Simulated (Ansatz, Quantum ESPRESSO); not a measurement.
# Si3Bi (Pm-3m): zone-centre phonons, part 3 of 3

Which modes does Si3Bi (Pm-3m) have at the zone centre?

Quantum ESPRESSO 7.5; DFT LDA, scalar-relativistic, plane waves, PseudoDojo norm-conserving pseudopotentials.

So far. Step 5 (Linear response at Γ): The acoustic modes at Γ come out as far as 0.8 cm⁻¹ from zero, where they should vanish, a small numerical error. The lowest optical mode is imaginary, 183i cm⁻¹, an instability at this level and on this k mesh. Step 6 (Modes with the sum rule): The rule moves no optical mode by more than 0.1 cm⁻¹.

The structure was built from a prototype and need not be the compound's stable phase.

## (8) A second program

The same cell goes through another code, with its own cutoff. It uses its own PAW datasets, so the potentials differ. Its k mesh is centred on Γ.

This step: DFT LDA, scalar-relativistic, plane waves, PAW (Ansatz 0.2.0).

The input, input.yaml:

```yaml
crystal:
  lattice:
    - [4.247609487, 0.0, 0.0]
    - [0.0, 4.247609487, 0.0]
    - [0.0, 0.0, 4.247609487]
  atoms:
    - { symbol: Bi, position: [0.0, 0.0, 0.0] }
    - { symbol: Si, position: [0.0, 0.5, 0.5] }
    - { symbol: Si, position: [0.5, 0.0, 0.5] }
    - { symbol: Si, position: [0.5, 0.5, 0.0] }
kpoints:
  mp_grid: { grid: [8, 8, 8] }
hamiltonian:
  xc: lda
scf:
  occupations: { method: cold, width: 0.27211 }
output:
  eigenvalues: true
phonons:
  method: dfpt
```

On the command line:

```
> ansatz run input.yaml --threads 4 --pin off --max-ram 8192MiB --backend cpu --events-out ev --progress --plain --runs-dir out
```

Numbers of over 12 decimals in the logs are rounded to 6 here.

Output:

```text
zone centre: on kpoints.mp_grid the ground state, and the responses unless they are solved on pairs of k-points, stand on 125 of the mesh's 512 k-points, reduced under 8 symmetry operations, with k and −k counted as one. Each operation leaves every solved displacement unchanged or reverses it
Engine: ansatz 0.2.0, aarch64-unknown-linux-gnu
Pseudopotentials: kind: paw
Pseudopotential: Bi, paw, valence charge 15, recommended cutoff 420 eV (normal), Bi.paw.azcp
Pseudopotential: Si, paw, valence charge 4, recommended cutoff 420 eV (normal), Si.paw.azcp
Functional definition: SPW92
  exchange = slater_x
  correlation = pw_c
Crystal: 4 atoms, lattice volume = 76.636 Å³
Basis set: ecut = 420 eV, 1503 PW (Γ), exchange–correlation on 60×60×60 points (8 copies of the dense FFT grid, shifted against one another)
Bands: 18, of which v1, the nominal top of the filled ones, is band 14 counted from 1 (13 counted from 0)
Symmetry: 48 space group operations
k-points: 125 of 512 (irreducible under 8 space group operations)
Non-local potential: Bi, projectors of the file, l = 0: 2, l = 1: 2, l = 2: 2, l = 3: 2
Non-local potential: Si, projectors of the file, l = 0: 2, l = 1: 2, l = 2: 2
PAW form: soft (Blöchl's): semilocal exchange-correlation on the pseudo side does not see the compensation charge
PAW frozen core: Bi, regenerated for the run's functional, and the local potential with it (the file was generated under x = pbe(κ = 0.804, μ = 0.219515), c = pbe(β = 0.066725))
PAW frozen core: Si, regenerated for the run's functional, and the local potential with it (the file was generated under x = pbe(κ = 0.804, μ = 0.219515), c = pbe(β = 0.066725))
PAW one-centre angular grid: Bi, 590 points (default); XC on 64 Gauss nodes
PAW one-centre angular grid: Si, 110 points (default); XC on 64 Gauss nodes
Initial density: superposition of atomic densities (neutral atoms: chi_scale 0, normalization atom), corrected by the library's trained network
Initial wavefunctions: pseudopotential atomic-orbital guess
Functional: x = slater, c = lda
SCF iter   1: F=—  HF=-13909.058894 eV  |F-HF|=—  |Δ(HF+E_count)|=         —  Δρ=4.58e-3  dr2=1.37e-2  ethr=1.77e-3  ⟨swp⟩=5.8  Hψ=11844  notcnv=0
preconditioner: auto → Kerker (q_TF=auto, 2.293 Å⁻¹)  [metal: Δε(μ)=0.111 eV  Ē_g=7.617 eV  σ=0.272 eV  W_gap=0.28  n_scr=18 (ndim 8)  ℏωp=17.5 eV  f_vac=0.000  D(μ)=2.34/eV (n_scr^D=18)]
SCF iter   2: F=—  HF=-13909.055294 eV  |F-HF|=—  |Δ(HF+E_count)|=   3.60e-3  S|Δr|=    0.00e0  Δρ=2.86e-3  dr2=5.54e-3  ethr=5.08e-5  ⟨swp⟩=1.1  Hψ=3268  notcnv=0
SCF iter   3: F=—  HF=-13909.053368 eV  |F-HF|=—  |Δ(HF+E_count)|=   1.93e-3  S|Δr|=    0.00e0  Δρ=4.85e-4  dr2=1.20e-4  ethr=2.05e-5  ⟨swp⟩=2.8  Hψ=3423  notcnv=0
SCF iter   4: F=—  HF=-13909.053325 eV  |F-HF|=—  |Δ(HF+E_count)|=   4.24e-5  S|Δr|=    0.00e0  Δρ=1.77e-4  dr2=1.87e-5  ethr=4.44e-7  ⟨swp⟩=2.1  Hψ=3052  notcnv=0
SCF iter   5: F=—  HF=-13909.053307 eV  |F-HF|=—  |Δ(HF+E_count)|=   1.80e-5  S|Δr|=    0.00e0  Δρ=2.15e-5  dr2=2.82e-7  ethr=6.92e-8  ⟨swp⟩=2.3  Hψ=3689  notcnv=0
SCF iter   6: F=—  HF=-13909.053309 eV  |F-HF|=—  |Δ(HF+E_count)|=   1.24e-6  S|Δr|=    0.00e0  Δρ=6.25e-6  dr2=2.87e-8  ethr=1.04e-9  ⟨swp⟩=2.3  Hψ=3252  notcnv=0
SCF iter   7: F=—  HF=-13909.053309 eV  |F-HF|=—  |Δ(HF+E_count)|=   5.49e-9  S|Δr|=    0.00e0  Δρ=1.39e-6  dr2=1.11e-9  ethr=1.06e-10  ⟨swp⟩=2.4  Hψ=3742  notcnv=0
SCF iter   8: F=—  HF=-13909.053309 eV  |F-HF|=—  |Δ(HF+E_count)|=  2.87e-10  S|Δr|=    0.00e0  Δρ=2.14e-7  dr2=2.29e-11  ethr=4.11e-12  ⟨swp⟩=2.8  Hψ=4228  notcnv=0
SCF iter   9: F=-13909.053309 eV  HF=-13909.053309 eV  |F-HF|=3.64e-12  |Δ(HF+E_count)|=  7.28e-12  S|Δr|=    0.00e0  Δρ=2.62e-8  dr2=4.91e-13  ethr=1.00e-12  ⟨swp⟩=6.8  Hψ=11157  notcnv=0
SCF 1 converged in 9 iterations: F = -13909.053309 eV  dr2 = 4.91e-13
  greatest PAW one-centre occupation: 0.989 electrons in one spin orbital (limit 2), on the Bi atom at site 0 (counted from 0), in its partial waves of l = 2
DFPT response loops at Γ: preconditioner auto → Kerker (q_TF=auto, 2.293 Å⁻¹) (partly filled bands, converged f_vac=0.000); β = 1.00, the filter's whole step (`scf.mixing.beta` (0.50) is not read by the response loops under this deck's `scf.mixing.preconditioner`; to damp them name `kerker` or `kerker_dos`, under which they read `scf.mixing.beta`, and type it under 1.00, their step now; both keys bind the ground state too); Broyden in place of MSR1
SCF converged after 9 iterations
Stability not checked: this state was not tested for a lower state beside it, because cold or Methfessel-Paxton smearing, or corrected tetrahedra, fill the levels in a way that the test cannot read (fill_not_monotonic; see scf.lower_state_search)
Free energy (F): -13909.053309 eV
Harris-Foulkes:  -13909.053309 eV  (|F-HF|=3.64e-12)
Internal energy: -13909.042591 eV  (E = F + TS)
E sigma→0 (E₀):  -13909.049736 eV
Entropy (-TS):   -0.010717 eV (-2.679 meV/atom)
Fermi energy:    10.660422 eV
--- Per-component energies (eV) ---
  E_band       = -37.068485
  E_kinetic    = 421.365486
  E_local      = -1655.052826  (includes V_loc(G=0)·N_el)
  E_nonlocal   = 645.813215
  E_hartree    = 566.842411
  E_xc         = -316.459269
  E_vxc        = -287.711028  (∫ρ·V_xc dr)
  E_paw        = -11808.609294  (= ΣΔE_a)
  E_vpaw       = -295.167652  (= ΣTr[D̂ρ^β])
  E_aug_tail   = -0.000502  (compensation charges beyond the density's cutoff)
  E_ewald      = -1763.189919
  E_core_change = 0.248107  (= ΣΔE_core)
  E_smearing   = -0.010717  (= −TS)
  E_closure    = -0.000000  (closes the sum)
  Σ components = -13909.053309   (vs F -13909.053309, Δ=0.00e0)
--- Band table (eV; the first three rows and the last of 125) ---
  k-point 0: bands = [... 10 lower, 5.7480, 5.7480, 12.2982, 12.2982, 12.2982, 12.9210, 12.9210, 12.9210]
  k-point 1: bands = [... 10 lower, 5.8811, 7.5949, 11.7178, 11.7178, 11.7659, 12.0505, 12.7658, 12.7658]
  k-point 2: bands = [... 10 lower, 6.2751, 9.7436, 10.3743, 10.3743, 10.7544, 10.8158, 13.0902, 13.0902]
  k-point 124: bands = [... 10 lower, 4.2961, 4.2961, 5.1631, 16.1061, 16.1061, 16.1061, 16.6914, 16.6914]
--- Phonons (Γ-DFPT): 3 representative perturbations + reference, on 125 of 512 k-points (Σ response iterations 9) ---
  k mesh reduced under 8 symmetry operations, with k and −k counted as one. Each operation leaves every solved displacement unchanged or reverses it
  ASR residual: 5.229e-6 → 0.000e0 eV/Å²; symmetrization residual: 8.741e-6 eV/Å²
  ASR residual per site (eV/Å²): 3.04e-6 5.23e-6 5.23e-6 5.23e-6
  Γ frequencies (cm⁻¹): -181.35 -181.35 -181.35 -46.78 -46.78 -46.78 0.00 0.00 0.00 172.72 172.72 172.72
  non-analytic LO–TO correction: not included (Born effective charges unavailable; polar crystals: no LO–TO splitting at Γ)
```

It took 14 s on 4 threads of Arm Neoverse V2, shared host; peak memory 1 GiB.

Numbers from this step:

```
sum-rule residual before enforcement             : 5.23e-6 eV/Å²
highest optical zone-centre mode (no LO-TO term) : 172.7 cm⁻¹
lowest optical zone-centre mode                  : -181.3 cm⁻¹
```

## (9) The two compared: QE PseudoDojo and Ansatz, PAW

Worked out from the results:

| Item | Value |
| --- | --- |
| root-mean-square difference | 1.32 cm⁻¹ |
| largest difference | 1.4 cm⁻¹ |

Frequencies side by side, by row:

| q (reciprocal lattice) | mode | QE PseudoDojo (cm⁻¹) | Ansatz, PAW (cm⁻¹) |
| --- | --- | --- | --- |
| 0 0 0 | 1 | -182.7 | -181.3 |
| 0 0 0 | 2 | -182.7 | -181.3 |
| 0 0 0 | 3 | -182.7 | -181.3 |
| 0 0 0 | 4 | -48.18 | -46.78 |
| 0 0 0 | 5 | -48.18 | -46.78 |
| 0 0 0 | 6 | -48.18 | -46.78 |
| 0 0 0 | 7 | 0 | 0 |
| 0 0 0 | 8 | 0 | 0 |
| 0 0 0 | 9 | 0 | 0 |
| 0 0 0 | 10 | 173.9 | 172.7 |
| 0 0 0 | 11 | 173.9 | 172.7 |
| 0 0 0 | 12 | 173.9 | 172.7 |

At the zone centre the largest difference (acoustic modes at Γ apart) is 0.8 % of the highest mode, but 3 % of the mode at 48i cm⁻¹ on which it sits.

## (10) Outcome

| Item | Value |
| --- | --- |
| space group after relaxation | Pm-3m |
| volume per atom | 19.2 Å³ |
| highest optical zone-centre mode (no LO-TO term) | 173.9 cm⁻¹ |
| lowest optical zone-centre mode | -182.7 cm⁻¹ |
| imaginary optical modes at the zone centre (no q mesh in this session) | yes |
| largest difference from Ansatz, PAW | 1.4 cm⁻¹ |

In words: At the LDA level the optical modes of Si3Bi (Pm-3m) at the zone centre run from 183i to 174 cm⁻¹, so the structure is a saddle point, with 6 modes beyond 10i cm⁻¹ there. Of the 9 optical modes, 6 are infrared active alone and 3 are silent. QE PseudoDojo and Ansatz, PAW differ by 1.3 cm⁻¹ in the root mean square and by 1.4 cm⁻¹ at most, 0.8 % of the highest mode compared (acoustic modes at Γ left out); the two use different potentials, and the cell was not relaxed for the second set. These are harmonic frequencies at zero temperature: anharmonic shifts and linewidths and thermal expansion are left out. Spin-orbit coupling is left out, which can matter for the heavy elements here. In a metal the frequencies hang on the k mesh and the smearing, most of all near Kohn anomalies. The runs are without spin polarisation, although the cell has an odd electron count or an open d or f shell, so a magnetic state was not tested. The relaxation ran at 62 Ry, under the 70 Ry recommended for these files; the stress of so short a basis can leave the cell about one per cent too small. The structure is a hypothetical one, built on a prototype.

[Host names and launcher messages were left out of these logs when they were recorded.]

[Logs are printed without paths, hosts, clocks, repeated set-up lines and the standing remarks that a program may print on its own settings, such as how far it seeks lower states.]

[Hosts, paths, dates, database ids (printed as entryN), source tags and the programs' standing remarks are cut or masked in the printed files.]
